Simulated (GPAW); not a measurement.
# Si/Co(0001) in an electric field, part 2 of 2

How does Si/Co(0001) screen a perpendicular field?

GPAW 26.7.0; GPAW, PAW setups; slab in vacuum, relaxation (the session's first sound run).

So far, dipole along the normal (e·Å): step 2 (relaxation) 0.0123; step 3 (plane waves, PBE) 0.0123; step 4 (field on) -0.0554.

## (5) Field on

File run.py:

```python
import json
import numpy as np
from ase import Atoms
from gpaw import GPAW, PW
from gpaw.external import ConstantElectricField

slab = Atoms(
    ['Co', 'Co', 'Co', 'Co', 'Si'],
    positions=[
        [2.51000, 1.44915, 8.00000],
        [0.00000, 0.00000, 10.03561],
        [2.51000, 1.44915, 12.05540],
        [-0.00000, -0.00000, 14.05672],
        [2.51000, 1.44915, 16.01396]],
    cell=[[2.51, 0.0, 0.0], [1.255, 2.17372, 0.0], [0.0, 0.0, 24.12985]],
    pbc=[True, True, False],
    magmoms=[1.7, 1.7, 1.7, 1.7, 0.0])

slab.calc = GPAW(mode=PW(400), xc='PBE', kpts={'size': (14, 14, 1), 'gamma': True},
                 occupations={'name': 'fermi-dirac', 'width': 0.1}, nbands='200%',
                 convergence={'density': 1e-05}, maxiter=200,
                 poissonsolver={'dipolelayer': 'xy'},
                 external=ConstantElectricField(-0.1, [0, 0, 1]),
                 symmetry={'tolerance': 1e-3}, txt='slab.txt')
result = {}
energy = slab.get_potential_energy()
fermi = slab.calc.get_fermi_level()
v = slab.calc.get_electrostatic_potential().mean((0, 1)) - fermi
n = slab.calc.get_pseudo_density().mean((0, 1))
L = slab.cell[2, 2]
z = np.arange(len(v)) * L / len(v)
low, high = slab.positions[:, 2].min(), slab.positions[:, 2].max()
below, above = np.interp([low - 5.8, high + 5.8], z, v)
slopes = [np.interp(x, z, np.gradient(v, z)) for x in (low - 5.8, high + 5.8)]
eps = np.array([[slab.calc.get_eigenvalues(k, s) for k in range(len(slab.calc.get_ibz_k_points()))]
                for s in range(slab.calc.get_number_of_spins())]) - fermi
top, bottom = eps[eps < 0].max(), eps[eps > 0].min()
dipole = slab.get_dipole_moment()[2]
print(f'energy {energy:.4f} eV, Fermi level {fermi:.4f} eV, dipole {dipole:.5f} e A')
print(f'potential 5.8 A off the faces, from the Fermi level: lower {below:.4f} eV, upper {above:.4f} eV')
print(f'slope of the potential there: lower {slopes[0]:.5f}, upper {slopes[1]:.5f} eV/A')
print(f'nearest levels on the mesh: {top:.4f} and {bottom:.4f} eV')
print('magnetic moment', round(slab.get_magnetic_moment(), 3))
result.update(energy=energy, fermi=fermi, dipole=dipole, below=below, above=above, slopes=slopes, edges=[top, bottom],
              z=z.tolist(), v=v.tolist(), n=n.tolist(), positions=slab.positions.tolist(),
              forces=slab.get_forces(apply_constraint=False).tolist(), moments=slab.get_magnetic_moments().tolist())
json.dump(result, open('result.json', 'w'))
```

Run with:

```bash
$ OMP_NUM_THREADS=1 OPENBLAS_NUM_THREADS=1 python run.py
```

Run time: 21 min. Hardware: 1 thread of Arm Neoverse V1, shared host; peak memory 0.62 GiB.

Numbers from this step:

| Property | Result |
| --- | --- |
| dipole along the normal | -0.02163 e·Å |
| levels nearest the Fermi level on the mesh | -0.01341, 0.004585 eV from the Fermi level |
| site moments | 1.808, 1.750, 1.711, 1.097, -0.03266 μB |
| sum of the site moments | 6.334 μB |
| potential below the slab, the applied field's own ramp left out | 4.435 eV from the Fermi level |
| potential above the slab, the applied field's own ramp left out | 5.152 eV from the Fermi level |

Table of electrostatic potential energy of an electron (without an applied field's), less the Fermi level, planar mean by z:

```
z (Å)  electrostatic potential energy of an electron (without an applied field's), less the Fermi level, planar mean (eV)
  0.0                                                                                                                4.79
  0.5                                                                                                                4.44
  1.0                                                                                                                4.44
  1.5                                                                                                                4.43
  2.0                                                                                                                4.43
  2.5                                                                                                                4.43
  3.0                                                                                                                4.43
  3.5                                                                                                                4.43
  4.0                                                                                                                4.43
  4.5                                                                                                                4.43
  5.0                                                                                                                4.41
  5.5                                                                                                                4.35
  6.0                                                                                                                4.14
  6.5                                                                                                                3.37
  7.0                                                                                                               0.657
  7.5                                                                                                               -9.27
  8.0                                                                                                               -23.9
  8.5                                                                                                               -9.17
  9.0                                                                                                               -1.08
  9.5                                                                                                               -8.07
 10.0                                                                                                               -23.8
 10.5                                                                                                               -10.3
 11.0                                                                                                               -1.02
 11.5                                                                                                               -7.24
 12.0                                                                                                               -23.3
 12.5                                                                                                               -10.8
 13.0                                                                                                              -0.984
 13.5                                                                                                               -6.89
 14.0                                                                                                               -23.2
 14.5                                                                                                               -10.9
 15.0                                                                                                               -2.47
 15.5                                                                                                               -10.9
 16.0                                                                                                               -24.2
 16.5                                                                                                               -11.4
 17.0                                                                                                               0.249
 17.5                                                                                                                3.92
 18.0                                                                                                                4.86
 18.5                                                                                                                5.08
 19.0                                                                                                                5.13
 19.5                                                                                                                5.15
 20.0                                                                                                                5.15
 20.5                                                                                                                5.15
 21.0                                                                                                                5.15
 21.5                                                                                                                5.15
 22.0                                                                                                                5.15
 22.5                                                                                                                5.15
 23.0                                                                                                                5.15
 23.5                                                                                                                5.15
 24.0                                                                                                                4.93
```

Force by atom:

```
atom  x (eV/Å)  y (eV/Å)  z (eV/Å)   size
 Co1     0.000     0.000     0.345  0.345
 Co2     0.000     0.000    -0.359  0.359
 Co3     0.000     0.000     0.017  0.017
 Co4     0.000     0.000     0.011  0.011
 Si5     0.000     0.000    -0.014  0.014
```

The dipole is now -0.0216 e Å, against 0.012 in the run without a field.

## (6) Field on

run.py: that of step 5 with these lines changed.

```diff
@@ -22,3 +22,3 @@
                  poissonsolver={'dipolelayer': 'xy'},
-                 external=ConstantElectricField(-0.1, [0, 0, 1]),
+                 external=ConstantElectricField(-0.05, [0, 0, 1]),
                  symmetry={'tolerance': 1e-3}, txt='slab.txt')
```

Wall time 24 min (1 thread); peak memory 0.62 GiB.

## (7) Field on

run.py: that of step 6 with these lines changed.

```diff
@@ -22,3 +22,3 @@
                  poissonsolver={'dipolelayer': 'xy'},
-                 external=ConstantElectricField(-0.05, [0, 0, 1]),
+                 external=ConstantElectricField(0.05, [0, 0, 1]),
                  symmetry={'tolerance': 1e-3}, txt='slab.txt')
```

The job ended after 29 min (1 thread; peak memory 0.62 GiB).

The electrostatic potential energy of an electron (without an applied field's), less the Fermi level, planar mean oscillates, so the rows of the table below give means over windows of 1.94 Å about each position, cut where the curve ends. Its maxima inside the range that stand out by 2 % of the span (Å: eV): 9.0: -0.572, 11.1: -0.842, 13.0: -0.971, 15.0: -2.82. Its minima: 8.0: -23.4, 10.0: -23.8, 12.1: -23.8, 14.1: -23.6, 16.1: -24.9.

Electrostatic potential energy of an electron (without an applied field's), less the Fermi level, planar mean against z; means over each step:

z (Å), electrostatic potential energy of an electron (without an applied field's), less the Fermi level, planar mean (eV) and a bar from the least value:
```
     0.97        5.3 ##############################
     2.91        5.3 ##############################
     4.85        5.3 ##############################
     6.79        0.0 #####################
     8.73       -9.9 ###
    10.67      -10.3 ###
    12.61      -10.6 ##
    14.55      -11.8 
    16.49      -11.0 #
    18.43        4.1 ############################
    20.37        4.3 ############################
    22.31        4.3 ############################
```

## (8) In a field

run.py: that of step 7 with these lines changed.

```diff
@@ -22,3 +22,3 @@
                  poissonsolver={'dipolelayer': 'xy'},
-                 external=ConstantElectricField(0.05, [0, 0, 1]),
+                 external=ConstantElectricField(0.1, [0, 0, 1]),
                  symmetry={'tolerance': 1e-3}, txt='slab.txt')
```

It took 40 min on 1 thread; peak memory 0.62 GiB.

The electrostatic potential energy of an electron (without an applied field's), less the Fermi level, planar mean oscillates, so the rows of the table below give means over windows of 1.94 Å about each position, cut where the curve ends. Its maxima inside the range that stand out by 2 % of the span (Å: eV): 0.4: 5.59, 9.0: -0.421, 11.1: -0.793, 13.0: -1.02, 15.0: -2.97. Its minima: 8.0: -23.2, 10.0: -23.7, 12.1: -23.8, 14.1: -23.7, 16.1: -25.1.

Electrostatic potential energy of an electron (without an applied field's), less the Fermi level, planar mean against z; means over each step:

z (Å), electrostatic potential energy of an electron (without an applied field's), less the Fermi level, planar mean (eV) and a bar from the least value:
```
     0.97        5.5 ##############################
     2.91        5.6 ##############################
     4.85        5.5 ##############################
     6.79        0.3 #####################
     8.73       -9.7 ####
    10.67      -10.2 ###
    12.61      -10.6 ##
    14.55      -11.9 
    16.49      -11.2 #
    18.43        3.8 ###########################
    20.37        4.1 ###########################
    22.31        4.1 ###########################
```

The dipole is now 0.0460 e Å, against 0.012 in the run without a field.

## (9) Field on

run.py: that of step 8 with these lines changed.

```diff
@@ -22,3 +22,3 @@
                  poissonsolver={'dipolelayer': 'xy'},
-                 external=ConstantElectricField(0.1, [0, 0, 1]),
+                 external=ConstantElectricField(0.2, [0, 0, 1]),
                  symmetry={'tolerance': 1e-3}, txt='slab.txt')
```

Wall time 28 min (1 thread); peak memory 0.62 GiB.

The dipole is now 0.0798 e Å, against 0.012 in the run without a field.

## (10) Field on

run.py: that of step 9 with these lines changed.

```diff
@@ -22,3 +22,3 @@
                  poissonsolver={'dipolelayer': 'xy'},
-                 external=ConstantElectricField(0.2, [0, 0, 1]),
+                 external=ConstantElectricField(0.3, [0, 0, 1]),
                  symmetry={'tolerance': 1e-3}, txt='slab.txt')
```

Wall time 28 min (1 thread); peak memory 0.62 GiB.

The electrostatic potential energy of an electron (without an applied field's), less the Fermi level, planar mean oscillates, so the rows of the table below give means over windows of 1.99 Å about each position, cut where the curve ends. Its maxima inside the range that stand out by 2 % of the span (Å: eV): 0.4: 6.75, 9.0: 0.182, 11.0: -0.592, 13.0: -1.21, 15.0: -3.55. Its minima: 8.0: -22.4, 10.0: -23.2, 12.1: -23.8, 14.1: -24.2, 16.1: -25.9.

Table of electrostatic potential energy of an electron (without an applied field's), less the Fermi level, planar mean by z; means over each step:

z (Å), electrostatic potential energy of an electron (without an applied field's), less the Fermi level, planar mean (eV) and a bar from the least value:
```
     0.99        6.6 ##############################
     2.98        6.7 ##############################
     4.97        6.7 ##############################
     6.96       -1.3 ##################
     8.95       -9.2 ######
    10.94      -10.0 #####
    12.93      -10.7 ####
    14.92      -13.1 
    16.91       -7.3 #########
    18.90        2.9 ########################
    20.89        3.0 ########################
    22.88        3.0 ########################
```

The dipole is now 0.114 e Å, against 0.012 in the run without a field.

## (11) The series

The members are put on one axis.

This step: induced dipole against applied field (GPAW 26.7.0).

Table of dipole along the normal by field:

```
field (V/Å)  dipole along the normal (e·Å)
     -0.200                        -0.0554
     -0.100                        -0.0216
     -0.050                       -0.00467
      0.000                         0.0123
      0.050                         0.0291
      0.100                         0.0460
      0.200                         0.0798
      0.300                          0.114
```

## (12) A changed run

One more run, with changed settings.

This step: GPAW, PAW setups; slab in vacuum (GPAW 26.7.0).

run.py: that of step 10 with these lines changed.

```diff
@@ -4,3 +4,2 @@
 from gpaw import GPAW, PW
-from gpaw.external import ConstantElectricField
 
@@ -20,5 +19,4 @@
                  occupations={'name': 'fermi-dirac', 'width': 0.1}, nbands='200%',
-                 convergence={'density': 1e-05}, maxiter=200,
+                 convergence={'density': 1e-05}, maxiter=6,
                  poissonsolver={'dipolelayer': 'xy'},
-                 external=ConstantElectricField(0.3, [0, 0, 1]),
                  symmetry={'tolerance': 1e-3}, txt='slab.txt')
```

Wall time 60 s (1 thread); peak memory 0.26 GiB.

The fault put into the input: too few SCF iterations (maxiter = 6).

## (13) Summary of results

| Property | Result |
| --- | --- |
| work function, upper and lower face | 4.607 and 5.011 eV |
| dipole along the normal | 0.0123 e Å |
| induced dipole per field | 0.338 e Å per V/Å |
| out-of-plane polarisability per area, α/(ε0 A) | 11.2 Å |

The field induces 0.338 e Å per V/Å, a polarisable thickness α/(ε0 A) of 11.2 Å beside 8.01 Å between the outermost nuclei. A perfect conductor would give the distance between its two image planes; a dielectric of thickness t gives t(1 - 1/ε). The two faces differ by 0.40 eV, the step that the slab's dipole makes (e p/(ε0 A) gives 0.41 eV), so the dipole layer is needed. The induced dipole is linear in the field over this range. The cell of 5.46 Å² holds one Si, started on one chosen site; other sites and coverages weren't tried. One magnetic start was tried; another order may lie lower. The in-plane lattice was kept as typed, which isn't the functional's own and leaves some strain; spin-orbit coupling and temperature are left out.

[Logs are printed without paths, hosts, clocks, repeated set-up lines and the standing remarks that a program may print on its own settings, such as how far it seeks lower states.]

[Hosts, paths, dates, database ids (printed as entryN), source tags and the programs' standing remarks are cut or masked in the printed files.]
